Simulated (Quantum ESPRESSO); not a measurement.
## MnF2: turning two sublattices against each other

How does the energy of MnF2 follow the angle between its sublattices, and is it a Heisenberg cosine?

Main program and level: Quantum ESPRESSO 7.5; LDA with U = 5 eV on Mn d (ortho-atomic projectors); plane waves with GBRV 1.5 LDA potentials, no spin-orbit coupling.

## Step 1: The system as given

Symmetry: P4_2/mnm, No. 136, tetragonal system. Conventional cell: a = 4.874 Å, b = 4.874 Å, c = 3.311 Å, α = 90.00°, β = 90.00°, γ = 90.00°. Nearest to Mn lie 6 F at 2.10 to 2.13 Å. Nearest to F lie 3 Mn at 2.10 to 2.13 Å. Farther neighbours, and contacts between anions beyond the nearest, are not listed.

As a file:

```cif
data_structure
_symmetry_space_group_name_H-M 'P 1'
_symmetry_Int_Tables_number 1
_cell_length_a 4.8738
_cell_length_b 4.8738
_cell_length_c 3.3107
_cell_angle_alpha 90.000
_cell_angle_beta 90.000
_cell_angle_gamma 90.000
_cell_volume 78.64
loop_
_atom_site_label
_atom_site_type_symbol
_atom_site_fract_x
_atom_site_fract_y
_atom_site_fract_z
_atom_site_occupancy
Mn1 Mn 0.00000 0.00000 0.00000 1
Mn2 Mn 0.50000 0.50000 0.50000 1
F3 F 0.30530 0.30530 0.00000 1
F4 F 0.19470 0.80530 0.50000 1
F5 F 0.69470 0.69470 0.00000 1
F6 F 0.80530 0.19470 0.50000 1
```

## Step 2: The collinear order that defines the sublattices

Typed as antiferro +-. 

pw.in

```
&CONTROL
  calculation = 'scf'
  prefix = 'pwscf'
  outdir = './tmp'
  pseudo_dir = './pseudo'
  disk_io = 'nowf'
/
&SYSTEM
  ibrav = 0
  celldm(1) = 8
  nat = 6
  ntyp = 3
  ecutwfc = 34
  ecutrho = 238
  nbnd = 39
  occupations = 'smearing'
  smearing = 'fd'
  degauss = 0.00734986
  nspin = 2
  starting_magnetization(1) = 0.3
  starting_magnetization(2) = -0.3
  starting_magnetization(3) = 0
/
&ELECTRONS
  conv_thr = 6d-08
  electron_maxstep = 150
  mixing_beta = 0.1
/
ATOMIC_SPECIES
Mn1    54.9380 mn_lda_v1.5.uspp.F.UPF
Mn2    54.9380 mn_lda_v1.5.uspp.F.UPF
F      18.9984 f_lda_v1.4.uspp.F.UPF
CELL_PARAMETERS alat
   1.1512683982751    0.0000000000000    0.0000000000000
   0.0000000000000    1.1512683982751    0.0000000000000
   0.0000000000000    0.0000000000000    0.7820395350998
ATOMIC_POSITIONS crystal
Mn1     0.0000000000    0.0000000000    0.0000000000
Mn2     0.5000000000    0.5000000000    0.5000000000
F       0.3053000000    0.3053000000    0.0000000000
F       0.1947000000    0.8053000000    0.5000000000
F       0.6947000000    0.6947000000    0.0000000000
F       0.8053000000    0.1947000000    0.5000000000
K_POINTS automatic
4 4 4 0 0 0
HUBBARD {ortho-atomic}
U Mn1-3d 5.0000
U Mn2-3d 5.0000
```

Launch:

```bash
$ OMP_NUM_THREADS=1 mpirun -n 3 pw.x -nk 3 -in pw.in > pw.out
```

The program printed:

```text
Program PWSCF v.7.5 starts

     Message from routine setup:
     using ibrav=0 with symmetry is DISCOURAGED, use correct ibrav instead

     K-points division:     npool     =       3
     Subspace diagonalization in iterative solution of the eigenvalue problem:

     G-vector sticks info
     --------------------
     sticks:   dense  smooth     PW     G-vecs:    dense   smooth      PW
     Sum        1605     925    293                32923    14275    2521

     Using Slab Decomposition

     bravais-lattice index     =            0
     lattice parameter (alat)  =       8.0000  a.u.
     unit-cell volume          =     530.7034 (a.u.)^3
     number of atoms/cell      =            6
     number of atomic types    =            3
     number of electrons       =        58.00
     number of Kohn-Sham states=           39
     kinetic-energy cutoff     =      34.0000  Ry
     charge density cutoff     =     238.0000  Ry
     scf convergence threshold =      6.0E-08
     mixing beta               =       0.1000
     number of iterations used =            8  plain     mixing
     Exchange-correlation=  SLA  PZ   NOGX NOGC
                           (   1   1   0   0   0   0   0)
     Hubbard projectors: ortho-atomic
     Hubbard parameters of DFT+U (Dudarev formulation) in eV:
     U(Mn1-3d) =  5.0000
     U(Mn2-3d) =  5.0000

     Internal variables: lda_plus_u =T, lda_plus_u_kind = 0

     Internal variables: orbital_resolved =F, hub_pot_fix =F, apply_U = F

     celldm(1)=   8.000000  celldm(2)=   0.000000  celldm(3)=   0.000000
     celldm(4)=   0.000000  celldm(5)=   0.000000  celldm(6)=   0.000000

     crystal axes: (cart. coord. in units of alat)
               a(1) = (   1.151268   0.000000   0.000000 )
               a(2) = (   0.000000   1.151268   0.000000 )
               a(3) = (   0.000000   0.000000   0.782040 )

     reciprocal axes: (cart. coord. in units 2 pi/alat)
               b(1) = (  0.868607  0.000000  0.000000 )
               b(2) = (  0.000000  0.868607  0.000000 )
               b(3) = (  0.000000  0.000000  1.278708 )

     PseudoPot. # 1 for Mn read from file:
     mn_lda_v1.5.uspp.F.UPF
     Pseudo is Ultrasoft + core correction, Zval = 15.0
     Generated by new atomic code, or converted to UPF format
     Using radial grid of  859 points,  6 beta functions with:
                l(1) =   0
                l(2) =   0
                l(3) =   1
                l(4) =   1
                l(5) =   2
                l(6) =   2
     Q(r) pseudized with  8 coefficients,  rinner =    0.950   0.950   0.950
                                                       0.950   0.950

     PseudoPot. # 2 for Mn read from file:
     mn_lda_v1.5.uspp.F.UPF
     Pseudo is Ultrasoft + core correction, Zval = 15.0
     Generated by new atomic code, or converted to UPF format
     Using radial grid of  859 points,  6 beta functions with:
                l(1) =   0
                l(2) =   0
                l(3) =   1
                l(4) =   1
                l(5) =   2
                l(6) =   2
     Q(r) pseudized with  8 coefficients,  rinner =    0.950   0.950   0.950
                                                       0.950   0.950

     PseudoPot. # 3 for F  read from file:
     f_lda_v1.4.uspp.F.UPF
     Pseudo is Ultrasoft, Zval =  7.0
     Generated by new atomic code, or converted to UPF format
     Using radial grid of  799 points,  4 beta functions with:
                l(1) =   0
                l(2) =   0
                l(3) =   1
                l(4) =   1
     Q(r) pseudized with  8 coefficients,  rinner =    0.950   0.950   0.950

     atomic species   valence    mass     pseudopotential
     Mn1              15.00    54.93800     Mn( 1.00)
     Mn2              15.00    54.93800     Mn( 1.00)
     F                 7.00    18.99840     F ( 1.00)

     Starting magnetic structure
     atomic species   magnetization
     Mn1             0.300
     Mn2            -0.300
     F               0.000

      8 Sym. Ops., with inversion, found

   Cartesian axes

     site n.     atom                  positions (alat units)
         1        Mn1    tau(   1) = (   0.0000000   0.0000000   0.0000000  )
         2        Mn2    tau(   2) = (   0.5756342   0.5756342   0.3910198  )
         3        F      tau(   3) = (   0.3514822   0.3514822   0.0000000  )
         4        F      tau(   4) = (   0.2241520   0.9271164   0.3910198  )
         5        F      tau(   5) = (   0.7997862   0.7997862   0.0000000  )
         6        F      tau(   6) = (   0.9271164   0.2241520   0.3910198  )

     number of k points=    21  Fermi-Dirac smearing, width (Ry)=  0.0073
                       cart. coord. in units 2pi/alat
        k(    1) = (   0.0000000   0.0000000   0.0000000), wk =   0.0156250
        k(    2) = (   0.0000000   0.0000000   0.3196769), wk =   0.0312500
        k(    3) = (   0.0000000   0.0000000  -0.6393539), wk =   0.0156250
        k(    4) = (   0.0000000   0.2171518   0.0000000), wk =   0.0625000
        k(    5) = (   0.0000000   0.2171518   0.3196769), wk =   0.1250000
        [... 16 further k-points ...]

     Dense  grid:    32923 G-vectors     FFT dimensions: (  45,  45,  32)

     Smooth grid:    14275 G-vectors     FFT dimensions: (  36,  36,  24)

     Check: negative core charge=   -0.000023
     Generating pointlists ...
     new r_m :   0.2050 (alat units)  1.6403 (a.u.) for type    1
     new r_m :   0.2050 (alat units)  1.6403 (a.u.) for type    2
     new r_m :   0.2050 (alat units)  1.6403 (a.u.) for type    3

     Initial potential from superposition of free atoms

     starting charge      56.9999, renormalised to      58.0000

     STARTING HUBBARD OCCUPATIONS:

     =================== HUBBARD OCCUPATIONS ===================
     ------------------------ ATOM    1 ------------------------
     Tr[ns(  1)] (up, down, total) =   5.00000  0.00000  5.00000
     Atomic magnetic moment for atom   1 =   5.00000
     [... lines left out ...]
     ------------------------ ATOM    2 ------------------------
     Tr[ns(  2)] (up, down, total) =   0.00000  5.00000  5.00000
     Atomic magnetic moment for atom   2 =  -5.00000
     [... lines left out ...]
     Number of occupied Hubbard levels =   10.0000

     Atomic wfc used for Hubbard projectors are orthogonalized

     Starting wfcs are   42 randomized atomic wfcs

     Self-consistent Calculation

     iteration #  1     ecut=    34.00 Ry     beta= 0.10
     Davidson diagonalization with overlap
     ethr =  1.00E-02,  avg # of iterations =  2.5

     =================== HUBBARD OCCUPATIONS ===================
     ------------------------ ATOM    1 ------------------------
     Tr[ns(  1)] (up, down, total) =   4.97455  0.13620  5.11076
     Atomic magnetic moment for atom   1 =   4.83835
     [... lines left out ...]
     ------------------------ ATOM    2 ------------------------
     Tr[ns(  2)] (up, down, total) =   0.13620  4.97454  5.11074
     Atomic magnetic moment for atom   2 =  -4.83834
     [... lines left out ...]
     Number of occupied Hubbard levels =   10.2215

     Threshold (ethr) on eigenvalues was too large:
     Diagonalizing with lowered threshold

     Davidson diagonalization with overlap
     ethr =  7.56E-04,  avg # of iterations =  1.0

     total energy              =    -616.82341220 Ry
     estimated scf accuracy    <       0.43328941 Ry

     total magnetization       =     0.00 Bohr mag/cell
     absolute magnetization    =     9.75 Bohr mag/cell

     iteration #  2     ecut=    34.00 Ry     beta= 0.10
     Davidson diagonalization with overlap
     ethr =  7.47E-04,  avg # of iterations =  1.2

     total energy              =    -616.74102018 Ry
     estimated scf accuracy    <       0.24553506 Ry

     total magnetization       =     0.00 Bohr mag/cell
     absolute magnetization    =     9.74 Bohr mag/cell

     iteration #  3     ecut=    34.00 Ry     beta= 0.10
     Davidson diagonalization with overlap
     ethr =  4.23E-04,  avg # of iterations =  2.0

     total energy              =    -616.78489858 Ry
     estimated scf accuracy    <       0.03667044 Ry

     total magnetization       =     0.00 Bohr mag/cell
     absolute magnetization    =     9.73 Bohr mag/cell

     [... further iterations left out ...]

     iteration #  8     ecut=    34.00 Ry     beta= 0.10
     Davidson diagonalization with overlap
     ethr =  1.56E-07,  avg # of iterations =  2.4

     negative rho (up, down):  0.000E+00 9.291E-04

     total energy              =    -616.78945822 Ry
     estimated scf accuracy    <       0.00003896 Ry

     total magnetization       =     0.00 Bohr mag/cell
     absolute magnetization    =     9.75 Bohr mag/cell

     iteration #  9     ecut=    34.00 Ry     beta= 0.10
     Davidson diagonalization with overlap
     ethr =  6.72E-08,  avg # of iterations =  2.3

     negative rho (up, down):  0.000E+00 9.293E-04

     total energy              =    -616.78946761 Ry
     estimated scf accuracy    <       0.00000080 Ry

     total magnetization       =    -0.00 Bohr mag/cell
     absolute magnetization    =     9.75 Bohr mag/cell

     iteration # 10     ecut=    34.00 Ry     beta= 0.10
     Davidson diagonalization with overlap
     ethr =  1.38E-09,  avg # of iterations =  2.9

     negative rho (up, down):  0.000E+00 9.277E-04

     total energy              =    -616.78946754 Ry
     estimated scf accuracy    <       0.00000159 Ry

     total magnetization       =    -0.00 Bohr mag/cell
     absolute magnetization    =     9.75 Bohr mag/cell

     iteration # 11     ecut=    34.00 Ry     beta= 0.10
     Davidson diagonalization with overlap
     ethr =  1.38E-09,  avg # of iterations =  2.0

     negative rho (up, down):  0.000E+00 9.231E-04

     Magnetic moment per site  (integrated on atomic sphere of radius R)
     atom   1 (R=0.205)  charge= 12.3220  magn=  4.2255
     atom   2 (R=0.205)  charge= 12.3221  magn= -4.2255
     atom   3 (R=0.205)  charge=  6.6894  magn= -0.0217
     atom   4 (R=0.205)  charge=  6.6893  magn=  0.0217
     atom   5 (R=0.205)  charge=  6.6894  magn= -0.0217
     atom   6 (R=0.205)  charge=  6.6893  magn=  0.0217

     End of self-consistent calculation

     =================== HUBBARD OCCUPATIONS ===================
     ------------------------ ATOM    1 ------------------------
     Tr[ns(  1)] (up, down, total) =   4.98689  0.19633  5.18322
     Atomic magnetic moment for atom   1 =   4.79056
     [... lines left out ...]
     ------------------------ ATOM    2 ------------------------
     Tr[ns(  2)] (up, down, total) =   0.19633  4.98689  5.18322
     Atomic magnetic moment for atom   2 =  -4.79056
     [... lines left out ...]
     Number of occupied Hubbard levels =   10.3664

     [... lines left out ...]
     the Fermi energy is     6.5202 ev

!    total energy              =    -616.78946889 Ry
     estimated scf accuracy    <       0.00000004 Ry
     smearing contrib. (-TS)   =      -0.00000000 Ry
     internal energy E=F+TS    =    -616.78946889 Ry

     The total energy is F=E-TS. E is the sum of the following terms:
     one-electron contribution =    -374.93808867 Ry
     hartree contribution      =     211.74391125 Ry
     xc contribution           =     -89.48200879 Ry
     ewald contribution        =    -364.18633896 Ry
     Hubbard energy            =       0.07305628 Ry

     total magnetization       =    -0.00 Bohr mag/cell
     absolute magnetization    =     9.75 Bohr mag/cell

     convergence has been achieved in  11 iterations

=------------------------------------------------------------------------------=
   JOB DONE.
=------------------------------------------------------------------------------=
```

The job ended after 85 s (3 MPI ranks of Intel Xeon at 2.80GHz (Skylake/Cascade Lake), shared host; peak memory 0.38 GiB).

Spin moment in the atom's sphere by atom:

| atom | spin moment in the atom's sphere (μB) |
| --- | --- |
| Mn1 | 4.23 |
| Mn2 | -4.23 |
| F3 | -0.02 |
| F4 | 0.02 |
| F5 | -0.02 |
| F6 | 0.02 |

Numbers from this step:

```yaml
smearing_term_ts: 1.14e-8 eV
magnetization: 0 μB
absolute_magnetization: 9.748 μB
final_state: antiferromagnetic
```

## Step 3: The parallel state in the same cell

This run has no penalty. It is needed because the penalty of the later runs acts on every atom: an induced moment is typed with its parallel value times cos(θ/2) along z and its opposed value times sin(θ/2) along x, rounded to 0.01 μB.

pw.in, as its differences from that of step 2:

```diff
@@ -11,6 +11,6 @@
   nat = 6
-  ntyp = 3
+  ntyp = 2
   ecutwfc = 34
   ecutrho = 238
-  nbnd = 39
+  nbnd = 44
   occupations = 'smearing'
@@ -20,4 +20,3 @@
   starting_magnetization(1) = 0.3
-  starting_magnetization(2) = -0.3
-  starting_magnetization(3) = 0
+  starting_magnetization(2) = 0
 /
@@ -29,4 +28,3 @@
 ATOMIC_SPECIES
-Mn1    54.9380 mn_lda_v1.5.uspp.F.UPF
-Mn2    54.9380 mn_lda_v1.5.uspp.F.UPF
+Mn     54.9380 mn_lda_v1.5.uspp.F.UPF
 F      18.9984 f_lda_v1.4.uspp.F.UPF
@@ -37,4 +35,4 @@
 ATOMIC_POSITIONS crystal
-Mn1     0.0000000000    0.0000000000    0.0000000000
-Mn2     0.5000000000    0.5000000000    0.5000000000
+Mn      0.0000000000    0.0000000000    0.0000000000
+Mn      0.5000000000    0.5000000000    0.5000000000
 F       0.3053000000    0.3053000000    0.0000000000
@@ -46,3 +44,2 @@
 HUBBARD {ortho-atomic}
-U Mn1-3d 5.0000
-U Mn2-3d 5.0000
+U Mn-3d 5.0000
```

The program printed:

```text
     [... lines left out ...]
Program PWSCF v.7.5 starts
     [... lines left out ...]
     number of atoms/cell      =            6
     [... lines left out ...]
     number of electrons       =        58.00
     number of Kohn-Sham states=           44
     kinetic-energy cutoff     =      34.0000  Ry
     charge density cutoff     =     238.0000  Ry
     scf convergence threshold =      6.0E-08
     [... lines left out ...]
     16 Sym. Ops., with inversion, found ( 8 have fractional translation)
     [... lines left out ...]
     number of k points=    18  Fermi-Dirac smearing, width (Ry)=  0.0073
     [... lines left out ...]
     iteration # 11     ecut=    34.00 Ry     beta= 0.10
     [... lines left out ...]
     Magnetic moment per site  (integrated on atomic sphere of radius R)
     atom   1 (R=0.205)  charge= 12.3190  magn=  4.2359
     atom   2 (R=0.205)  charge= 12.3190  magn=  4.2359
     atom   3 (R=0.205)  charge=  6.6906  magn=  0.0703
     atom   4 (R=0.205)  charge=  6.6906  magn=  0.0703
     atom   5 (R=0.205)  charge=  6.6906  magn=  0.0703
     atom   6 (R=0.205)  charge=  6.6906  magn=  0.0703
     [... lines left out ...]
     Tr[ns(  1)] (up, down, total) =   4.98857  0.18860  5.17717
     [... lines left out ...]
     Tr[ns(  2)] (up, down, total) =   4.98857  0.18860  5.17717
     [... lines left out ...]
     the Fermi energy is     6.5777 ev
!    total energy              =    -616.78699810 Ry
     estimated scf accuracy    <       0.00000005 Ry
     smearing contrib. (-TS)   =      -0.00000003 Ry
     [... lines left out ...]
     total magnetization       =    10.00 Bohr mag/cell
     absolute magnetization    =    10.00 Bohr mag/cell
     convergence has been achieved in  11 iterations
```

It took 72 s on 3 MPI ranks; peak memory 0.37 GiB; 85 s of CPU time.

Spin moment in the atom's sphere by atom:

| atom | spin moment in the atom's sphere (μB) |
| --- | --- |
| Mn1 | 4.24 |
| Mn2 | 4.24 |
| F3 | 0.07 |
| F4 | 0.07 |
| F5 | 0.07 |
| F6 | 0.07 |

This step gave:

- smearing term TS: 3.49e-7 eV
- magnetization: 10 μB
- absolute magnetization: 10 μB
- final state: ferromagnetic

(Part 1 of 3 ends here.)

[Long decimals in the printed logs are rounded to 6 places.]

[Logs and program files are shortened in this print: banners, set-up blocks, solver, clock and traceback lines can be left out without a mark of their own.]

[Logs are printed without paths, hosts, clocks, repeated set-up lines and the standing remarks that a program may print on its own settings, such as how far it seeks lower states.]

[Hosts, paths, dates, database ids (printed as entryN), source tags and the programs' standing remarks are cut or masked in the printed files.]

[Where the starting crystal was built by hand or by swapping elements, it need not be the compound's stable phase.]

[Where a cell is said to come from a database of computed structures, the database is the Materials Project.]

[Lattice constants that a cell's source calls measured were typed from memory.]
